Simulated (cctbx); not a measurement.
## A disordered crystal of nominal SrCeHg2Pb

Cell a = 4.9420 Å, b = 4.9420 Å, c = 11.9290 Å, α = 90.00°, β = 90.00°, γ = 90.00°; space group P4/nmm (no. 129, origin choice 1); nominal formula SrCeHg2Pb.

Simulated single-crystal data (cctbx): synchrotron X-rays, λ = 0.4959 Å, to d = 0.84 Å, 80 % of the full sphere, strongest reflection 40000 counts, noise from counting, a 6 % proportional error and a noise floor of 2 counts (s.d.); no absorption.

With every site full:

```text
Rint 0.048, 190 unique reflections to 0.84 A
cycle     R1     wR2    GooF  max shift (A)
   1  0.3349  0.7393  24.422   0.01113
   3  0.1058  0.3256  10.755   0.00001
final R1 0.1057 wR2 0.3256 GooF 10.755  parameters 13  data/parameter 14.6
atom        x        y        z      Ueq    occ   su(xyz)  su(Uiso or U11)
Pb1    0.50000  0.50000  0.50000   0.0001  1.000  0.00000  0.0020  NPD
Hg1    0.50000  0.00000  0.37052   0.0019  1.000  0.00031  0.0020
Hg2    0.50000  0.50000  0.00000   0.0113  1.000  0.00000  0.0023
Ce2    0.50000  0.00000  0.13729  -0.0096  1.000  0.00034  0.0021  NPD
Sr1    0.50000  0.00000  0.74320   0.0071  1.000  0.00060  0.0039
difference map: max 31.69 min -2.85 rms 2.70
Q1    0.0000  0.5000  0.8581    2   32.46  0.05 A from Ce2
Q2    0.0000  0.5000  0.6340    2   29.20  0.05 A from Hg1
Q3    0.0000  0.0000  0.5000    2   23.06  0.00 A from Pb1
Q4    0.0000  0.0000  0.0000    2   17.56  0.00 A from Hg2
Q5    0.0000  0.5000  0.2737    2   12.35  0.20 A from Sr1
Q6    0.1767  0.3233  0.9450    8    1.39  1.58 A from Ce2
```

With the occupancies of the suspect sites free, each still typed as its main element:

```text
Rint 0.048, 190 unique reflections to 0.84 A
cycle     R1     wR2    GooF  max shift (A)
   1  0.3156  0.7061  23.458   0.01379
   6  0.0112  0.0311   1.033   0.00001
final R1 0.0112 wR2 0.0311 GooF 1.033  parameters 15  data/parameter 12.7
atom        x        y        z      Ueq    occ   su(xyz)  su(Uiso or U11)
Pb1    0.50000  0.50000  0.50000   0.0106  1.000  0.00000  0.0002
Hg1    0.50000  0.00000  0.37031   0.0112  1.000  0.00003  0.0002
Hg2    0.50000  0.50000  0.00000   0.0135  0.872  0.00000  0.0003
Ce2    0.50000  0.00000  0.13755   0.0088  1.194  0.00003  0.0002
Sr1    0.50000  0.00000  0.74212   0.0161  1.000  0.00006  0.0004
su of occupancy Hg2: 0.002
su of occupancy Ce2: 0.003
difference map: max 0.85 min -0.97 rms 0.21
Q1    0.0000  0.5000  0.7491    2    0.85  1.35 A from Ce2
Q2    0.0000  0.5000  0.4134    2    0.80  1.85 A from Sr1
Q3    0.0000  0.5000  0.9861    2    0.72  1.48 A from Ce2
Q4    0.1753  0.3247  0.9474    8    0.65  1.59 A from Ce2
Q5    0.1342  0.3658  0.6983    8    0.59  1.24 A from Hg1
Q6    0.0000  0.2265  0.1087    8    0.59  1.71 A from Hg2
```

**Question.** What is the disorder?

X-rays count electrons. Hg2 refines to 0.872(0.002), or 69.8 electrons; the site truly holds 0.6 Hg and 0.4 Ce, 71.2 electrons, which is 0.890 of Hg; Ce2 refines to 1.194(0.003), or 69.3 electrons; the site truly holds 0.6 Ce and 0.4 Hg, 66.8 electrons, which is 1.152 of Ce. A value under 1 can't tell vacancies from a lighter guest, and one over 1 needs a heavier guest; chemistry or a second radiation must settle which. Occupancy correlates with U and the scale, and the two elements' form factors differ in shape, so the match is approximate.

Freeing them takes R1 from 0.1057 to 0.0112 and GooF from 10.76 to 1.03.

The model was made for the exercise: a known structure type with other elements put in, its volume estimated, not relaxed; displacement parameters are assumed.

[Middle refinement cycles are left out of these outputs.]

[Logs are printed without paths, hosts, clocks, repeated set-up lines and the standing remarks that a program may print on its own settings, such as how far it seeks lower states.]
